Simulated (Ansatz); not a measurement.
# A failed many-body run on NbInO4 (P2/c)

Aim: the G0W0 gap of NbInO4 (P2/c). The first input has a fault.

Main program and level: Ansatz 0.2.0; G0W0 on r2SCAN, plane waves, PAW.

**1. Set-up**

The structure is monoclinic, space group P2/c (No. 13). Conventional cell: a = 4.835 Å, b = 5.771 Å, c = 5.144 Å, α = 90.00°, β = 91.13°, γ = 90.00°. Nearest to Nb lie 6 O at 1.88 to 2.15 Å. In has 6 O at 2.10 to 2.23 Å nearest. O has 1 Nb at 1.88 Å and 2 In at 2.15 to 2.23 Å nearest. Nearest to O lie 2 Nb at 1.98 to 2.15 Å and 1 In at 2.10 Å. Farther neighbours and most contacts between anions are not listed.

As a file:

```cif
data_structure
_symmetry_space_group_name_H-M 'P 1'
_symmetry_Int_Tables_number 1
_cell_length_a 4.8355
_cell_length_b 5.7709
_cell_length_c 5.1440
_cell_angle_alpha 90.000
_cell_angle_beta 91.130
_cell_angle_gamma 90.000
_cell_volume 143.52
loop_
_atom_site_label
_atom_site_type_symbol
_atom_site_fract_x
_atom_site_fract_y
_atom_site_fract_z
_atom_site_occupancy
Nb1 Nb 0.00000 0.17790 0.25000 1
Nb2 Nb 0.00000 0.82210 0.75000 1
In3 In 0.50000 0.68250 0.25000 1
In4 In 0.50000 0.31750 0.75000 1
O5 O 0.26000 0.61800 0.90100 1
O6 O 0.74000 0.61800 0.59900 1
O7 O 0.74000 0.38200 0.09900 1
O8 O 0.26000 0.38200 0.40100 1
O9 O 0.21700 0.89800 0.43800 1
O10 O 0.78300 0.89800 0.06200 1
O11 O 0.78300 0.10200 0.56200 1
O12 O 0.21700 0.10200 0.93800 1
```

The cell and positions come from the Crystallography Open Database and are kept as given unless a step says otherwise. The default PAW set here is soft_2. Its files were made with PBE.

**2. First try**

input.yaml

```yaml
crystal:
  lattice:
    - [4.8355, 0.0, 0.0]
    - [0.0, 5.7709, 0.0]
    - [-0.1014445258, 0.0, 5.1429996119]
  atoms:
    - { symbol: Nb, position: [0.0, 0.1779, 0.25] }
    - { symbol: Nb, position: [0.0, 0.8221, 0.75] }
    - { symbol: In, position: [0.5, 0.6825, 0.25] }
    - { symbol: In, position: [0.5, 0.3175, 0.75] }
    - { symbol: O, position: [0.26, 0.618, 0.901] }
    - { symbol: O, position: [0.74, 0.618, 0.599] }
    - { symbol: O, position: [0.74, 0.382, 0.099] }
    - { symbol: O, position: [0.26, 0.382, 0.401] }
    - { symbol: O, position: [0.217, 0.898, 0.438] }
    - { symbol: O, position: [0.783, 0.898, 0.062] }
    - { symbol: O, position: [0.783, 0.102, 0.562] }
    - { symbol: O, position: [0.217, 0.102, 0.938] }
kpoints:
  mp_grid: { grid: [2, 2, 2] }
hamiltonian:
  xc: r2scan
scf:
  occupations: { method: fixed }
gw:
  n_empty_bands: 100000
  ecut_chi: 80
  qp_bands: [v4, c4]
  qp_kpoints: band_edges
  screening: { model: contour_deformation }
```

The run is started by

```sh
$ ansatz run input.yaml --threads 24 --pin off --max-ram 82944MiB --backend cuda --events-out ev --progress --plain --runs-dir out --devices 1 --max-vram 78GiB
```

Numbers of over 12 decimals in the logs are rounded to 6 here.

The log of the run:

```text
Error: inconsistent input (gw.n_empty_bands, basis.ecutwfc): the count of 100050 bands up to the last of gw.n_empty_bands exceeds the smallest per-k basis n_pw = 3622 of the GW NSCF pass (the SCF k-mesh) (at k = [0.000000, -0.500000, 0.000000] in reciprocal lattice vectors) — raise basis.ecutwfc, or ask for fewer bands where the run can do with them
```

Elapsed: 0.12 s, on 24 threads of Arm Neoverse V2, shared host; peak memory 0.053 GiB.

**Diagnosis.**

The program refused the input before any cycle.

The program's message: “Error: inconsistent input (gw.n_empty_bands, basis.ecutwfc): the count of 100050 bands up to the last of gw.n_empty_bands exceeds the smallest per-k basis n_pw = 3622 of the GW NSCF pass (the SCF k-me …”

The fault: more bands than plane waves. A basis holds no more bands than it has plane waves.

**3. A better input**

G0W0 replaces the xc potential by the self-energy, built once from these orbitals. Only a window of levels is corrected, while the sums run over the empty bands that the input names.

Changes to input.yaml since step 2:

```diff
@@ -25,4 +25,4 @@
 gw:
-  n_empty_bands: 100000
-  ecut_chi: 80
+  n_empty_bands: 306
+  ecut_chi: 96
   qp_bands: [v4, c4]
```

The log of the run:

```text
GPUs: using 1 of 1 available (devices: 1).
[...]
Crystal: 12 atoms, lattice volume = 143.516 Å³
Basis set: ecut = 500 eV, 3649 PW (Γ), exchange–correlation on 144×180×160 points (64 copies of the dense FFT grid, shifted against one another)
Bands: 62, of which v1, the nominal top of the filled ones, is band 50 counted from 1 (49 counted from 0)
Symmetry: 4 space group operations
[...]
k-points: 8
[...]
SCF iter   1: F=—  HF=-24908.787455 eV  |F-HF|=—  |Δ(HF+E_count)|=         —  Δρ=1.66e-2  dr2=5.15e-1  dr2_τ=7.21e-1  ethr=1.77e-3  ⟨swp⟩=5.0  Hψ=1685  notcnv=0  defer=76
[...]
SCF iter   8: F=-24908.839368 eV  HF=-24908.839368 eV  |F-HF|=1.52e-9  |Δ(HF+E_count)|=   7.74e-8  Δρ=3.76e-6  dr2=2.98e-8  dr2_τ=2.18e-9  ethr=1.00e-10  ⟨swp⟩=9.5  Hψ=1694  notcnv=0
SCF 1 converged in 8 iterations: F = -24908.839368 eV  dr2 = 2.98e-8
[...]
SCF converged after 8 iterations
[...]
0    54     13.2444   -14.1062    -4.9857   -20.2631  0.7799    14.4348    14.4156  root
     1    47      8.2003   -26.0298     4.6635   -21.2458  0.7548     8.0797     8.0800  root
     1    48      8.2003   -26.0298     4.6635   -21.2458  0.7548     8.0797     8.0800  root
     1    49      8.3857   -26.5130     4.6296   -21.7852  0.7570     8.2874     8.2875  root
     1    50      8.3857   -26.5130     4.6296   -21.7852  0.7570     8.2874     8.2875  root
     1    51     12.5527   -13.3600    -4.6110   -18.9804  0.7978    13.5733    13.5620  root
     1    52     12.5527   -13.3600    -4.6110   -18.9804  0.7978    13.5733    13.5620  root
     1    53     13.1746   -14.0307    -4.9725   -20.1608  0.7785    14.3512    14.3321  root
[...]
7    51     13.1269   -13.2957    -5.1125   -19.4933  0.7858    14.2280    14.2119  root
     7    52     13.1269   -13.2957    -5.1125   -19.4933  0.7858    14.2280    14.2119  root
     7    53     13.1610   -13.9519    -4.9303   -19.9994  0.7827    14.2954    14.2782  root
     7    54     13.1610   -13.9519    -4.9303   -19.9994  0.7827    14.2954    14.2782  root
```

It took 3.2 s on 1 × NVIDIA GB200 (shared by 2 runs) with 24 threads; peak memory 1.8 GiB.

Reading the cycles: dr2 is the Hartree energy of the density residual (eV), the measure of convergence; HF is the Harris–Foulkes estimate of the energy, which meets the free energy F at convergence.

This step gave:

* bands summed: 356
* RPA ε∞ on this mesh (eigenvalues): 4.469, 4.605, 4.860
* plane waves in the screening matrix: 295
* q-points in the mesh: 8
* G0W0 gap on the mesh: 5.029 eV
* k of the valence top: 0, -0.5, 0
* k of the conduction bottom: 0, -0.5, 0
* starting gap on the mesh: 3.908 eV
* Z at the valence top: 0.7583
* Z at the conduction bottom: 0.7923
* least direct G0W0 gap on the computed points: 5.029 eV

The gap on the mesh goes from 3.91 eV to 5.03 eV, a correction of +1.12 eV, though a band edge has moved to another state.

**4. Results**

```yaml
first_try: refused after 0.12 s
better_run: G0W0 gap on the mesh 5.03 eV (2×2×2 mesh, 306 empty bands, screening to 96 eV)
```

What this shows: The second run differs in: empty bands and screening cutoff (eV). Bands and cutoff are finite, so the gap is not at the basis limit. The miss can reach some tenths of an eV and take either sign; the mesh is an error of its own. The 2×2×2 mesh is coarse for this cell (its supercell is 10 Å along the shortest edge). The RPA ε∞ on it, from the r2SCAN start, is 4.47, 4.60 and 4.86; such meshes misread the long-range screening, most where the gap is narrow. The many-body steps are scalar-relativistic: spin-orbit coupling is not in them.

[Paths, hosts, dates, memory and timing lines, banners, echoed tables and standing remarks are left out of the program output.]

[Logs are printed without paths, hosts, clocks, repeated set-up lines and the standing remarks that a program may print on its own settings, such as how far it seeks lower states.]

[Runs of the session that timed out or met a known fault of the program may be left out.]

[Cells called generated may have been cut or substituted from an entry of the Crystallography Open Database or the Materials Project.]

[Hosts, paths, dates, database ids (printed as entryN), source tags and the programs' standing remarks are cut or masked in the printed files.]
